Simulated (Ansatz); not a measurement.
# ThGeS (I4/mmm): from the cell to its phonons, part 2 of 2

Aim: the vibrations of ThGeS (I4/mmm), their spectra, and whether the structure is stable.

Ansatz 0.2.0; DFT PBEsol, scalar-relativistic, plane waves, PAW.

So far. Step 3 (Relaxing to small forces for the phonons): The largest force component left is 0.23 meV/Å. The volume is held at 22.18 Å³/atom, so a pressure of -2.46 GPa remains at this level.

**4. Modes at Γ**

The zone centre is the only wavevector solved here; it holds the modes that light can see, as far as symmetry allows. No field response is asked, since the mesh shows no gap.

input.yaml

```yaml
crystal:
  lattice:
    - [-1.9737730074, 1.9737730074, 8.5417854703]
    - [1.9737730074, -1.9737730074, 8.5417854703]
    - [1.9737730074, 1.9737730074, -8.5417854703]
  atoms:
    - { symbol: Th, position: [0.1409417461, 0.1409417461, 0.0] }
    - { symbol: Th, position: [0.8590582539, 0.8590582539, 0.0] }
    - { symbol: Ge, position: [0.5, 0.0, 0.5] }
    - { symbol: Ge, position: [0.0, 0.5, 0.5] }
    - { symbol: S, position: [0.3131513143, 0.3131513143, 0.0] }
    - { symbol: S, position: [0.6868486857, 0.6868486857, 0.0] }
kpoints:
  mp_grid: { grid: [12, 12, 12] }
hamiltonian:
  xc: pbesol
scf:
  occupations: { method: methfessel_paxton, width: 0.2 }
output:
  eigenvalues: true
phonons:
  method: dfpt
```

The run is started by

```console
$ ansatz run input.yaml --threads 4 --pin off --max-ram 16384MiB --backend cpu --events-out ev --progress --plain --runs-dir out
```

Numbers of over 12 decimals in the logs are rounded to 6 here.

The log of the run:

```text
zone centre: on kpoints.mp_grid the ground state, and the responses unless they are solved on pairs of k-points, stand on 280 of the mesh's 1728 k-points, reduced under 4 symmetry operations, with k and −k counted as one. Each operation leaves every solved displacement unchanged or reverses it
[...]
Crystal: 6 atoms, lattice volume = 133.108 Å³
Basis set: ecut = 420 eV, 2601 PW (Γ), exchange–correlation on 128×128×128 points (8 copies of the dense FFT grid, shifted against one another)
Bands: 39, of which v1, the nominal top of the filled ones, is band 32 counted from 1 (31 counted from 0)
Symmetry: 16 space group operations
k-points: 280 of 1728 (irreducible under 4 space group operations, time reversal used)
[...]
SCF iter   1: F=—  HF=-36397.862914 eV  |F-HF|=—  |Δ(HF+E_count)|=         —  Δρ=6.64e-3  dr2=4.97e-2  ethr=1.77e-3  ⟨swp⟩=5.0  Hψ=41487  notcnv=0
[...]
SCF iter  11: F=-36397.858695 eV  HF=-36397.858695 eV  |F-HF|=0.00e0  |Δ(HF+E_count)|=  7.28e-12  S|Δr|=    0.00e0  Δρ=4.30e-8  dr2=4.07e-12  ethr=1.00e-12  ⟨swp⟩=13.7  Hψ=60264  notcnv=0
SCF 1 converged in 11 iterations: F = -36397.858695 eV  dr2 = 4.07e-12
[...]
DFPT response loops at Γ: preconditioner auto → Kerker (q_TF=auto, 2.415 Å⁻¹) (partly filled bands, converged f_vac=0.000); β = 1.00, the filter's whole step (`scf.mixing.beta` (0.50) is not read by the response loops under this deck's `scf.mixing.preconditioner`; to damp them name `kerker` or `kerker_dos`, under which they read `scf.mixing.beta`, and type it under 1.00, their step now; both keys bind the ground state too); Broyden in place of MSR1
SCF converged after 11 iterations
[...]
Free energy (F): -36397.858695 eV
[...]
Internal energy: -36397.857303 eV  (E = F + TS)
E sigma→0 (E₀):  -36397.858347 eV
Entropy (-TS):   -0.001392 eV (-0.232 meV/atom)
Fermi energy:    12.898429 eV
[...]
--- Band table (eV; the first three rows and the last of 280) ---
  k-point 0: bands = [... 28 lower, 10.7095, 10.8121, 10.8121, 12.4485, 12.6045, 13.4249, 14.0212, 14.3155, ... 3 higher]
  k-point 1: bands = [... 28 lower, 10.5997, 10.9909, 11.3936, 12.3865, 13.0521, 13.3183, 14.1077, 14.2505, ... 3 higher]
  k-point 2: bands = [... 28 lower, 10.3068, 11.4815, 12.2319, 12.4614, 13.3293, 13.8716, 14.0202, 14.3576, ... 3 higher]
  k-point 279: bands = [... 28 lower, 10.4633, 10.8551, 10.8551, 11.0780, 11.7829, 14.0219, 14.1225, 14.3591, ... 3 higher]
--- Phonons (Γ-DFPT): 7 representative perturbations + reference, on 280 of 1728 k-points (Σ response iterations 24) ---
  k mesh reduced under 4 symmetry operations, with k and −k counted as one. Each operation leaves every solved displacement unchanged or reverses it
  ASR residual: 8.362e-5 → 0.000e0 eV/Å²; symmetrization residual: 7.295e-6 eV/Å²
  ASR residual per site (eV/Å²): 8.36e-5 8.36e-5 5.21e-5 5.21e-5 6.26e-5 6.26e-5
  Γ frequencies (cm⁻¹): 0.00 0.00 0.00 70.72 70.72 74.20 74.20 105.44 139.07 139.07 172.08 177.41 221.79 224.97 228.59 228.59 260.53 260.53
  non-analytic LO–TO correction: not included (Born effective charges unavailable; polar crystals: no LO–TO splitting at Γ)
```

The job ended after 16 min (4 threads of Arm Neoverse V1, shared host; peak memory 5.9 GiB).

Numbers from this step:

```yaml
sum_rule_residual_before_enforcement: 8.36e-5 eV/Å²
point_group: 4/mmm
highest_optical_mode_at_the_zone_centre_no_lo_to_term: 260.5 cm⁻¹
lowest_optical_zone_centre_mode: 70.72 cm⁻¹
```

Patterns of degenerate modes are one choice out of their space. The modes at Γ (shares of kinetic energy by element, %):

| mode | frequency (cm⁻¹) | symmetry | Th % | Ge % | S % |
| --- | --- | --- | --- | --- | --- |
| 1 | 0.0 | acoustic | 69 | 22 | 10 |
| 2 | 0.0 | acoustic | 69 | 22 | 10 |
| 3 | 0.0 | acoustic | 69 | 22 | 10 |
| 4 | 70.7 | Eu | 9 | 90 | 1 |
| 5 | 70.7 | Eu | 9 | 90 | 1 |
| 6 | 74.2 | Eg | 94 | 0 | 6 |
| 7 | 74.2 | Eg | 94 | 0 | 6 |
| 8 | 105.4 | A1g | 100 | 0 | 0 |
| 9 | 139.1 | Eu | 9 | 89 | 2 |
| 10 | 139.1 | Eu | 9 | 89 | 2 |
| 11 | 172.1 | B2u | 0 | 100 | 0 |
| 12 | 177.4 | A2u | 28 | 69 | 3 |
| 13 | 221.8 | A2u | 3 | 9 | 88 |
| 14 | 225.0 | A1g | 0 | 0 | 100 |
| 15 | 228.6 | Eu | 12 | 0 | 88 |
| 16 | 228.6 | Eu | 12 | 0 | 88 |
| 17 | 260.5 | Eg | 6 | 0 | 94 |
| 18 | 260.5 | Eg | 6 | 0 | 94 |

Displacements in mode 4 (70.7 cm⁻¹), the largest set to 1:
```
Th1 -0.13  0.00  0.00
Th2 -0.13  0.00  0.00
Ge3  1.00  0.00  0.00
Ge4 -0.08  0.01  0.00
S5  -0.11  0.00  0.00
S6  -0.11  0.00  0.00
```

Displacements in mode 12 (177.4 cm⁻¹), the largest set to 1:
```
Th1  0.00  0.00 -0.36
Th2  0.00  0.00 -0.36
Ge3  0.00  0.00  1.00
Ge4  0.00  0.00  1.00
S5   0.00  0.00  0.31
S6   0.00  0.00  0.31
```

Before it was imposed, the acoustic sum rule was missed by 8.4e-5 eV/Å². Small misses are needed for a sound result but don't prove that mesh and cutoff are converged. The lowest optical mode is real, 70.7 cm⁻¹.

**5. Results**

| Item | Value |
| --- | --- |
| space group after relaxation (within 0.01 Å) | I4/mmm |
| volume per atom | 22.2 Å³ |
| electronic character | no gap on this mesh |
| highest optical mode at the zone centre (no LO-TO term) | 261 cm⁻¹ |
| lowest optical zone-centre mode | 70.7 cm⁻¹ |
| imaginary modes at Γ (the only wavevector solved) | none |

In words: The structure is stable against zone-centre distortions, since no mode there is imaginary; other wavevectors were not solved, so zone-boundary instabilities are untested. The optical modes at Γ span 71 to 261 cm⁻¹. No dispersion was computed. The highest mode in this list at Γ, 260.5 cm⁻¹, is mostly motion of S (94 % of the kinetic energy). The volume was held at that of the database entry and not relaxed, so the modes belong to a cell under -2.46 GPa at this level. With no gap, or one that is small against the smearing, the frequencies hang on the k mesh and the smearing, most of all near Kohn anomalies. Spin-orbit coupling is left out, which can matter for the heavy elements here. These are harmonic frequencies at zero temperature: anharmonic shifts, linewidths and thermal expansion are left out.

[Logs are printed without paths, hosts, clocks, repeated set-up lines and the standing remarks that a program may print on its own settings, such as how far it seeks lower states.]

[Hosts, paths, dates, database ids (printed as entryN), source tags and the programs' standing remarks are cut or masked in the printed files.]
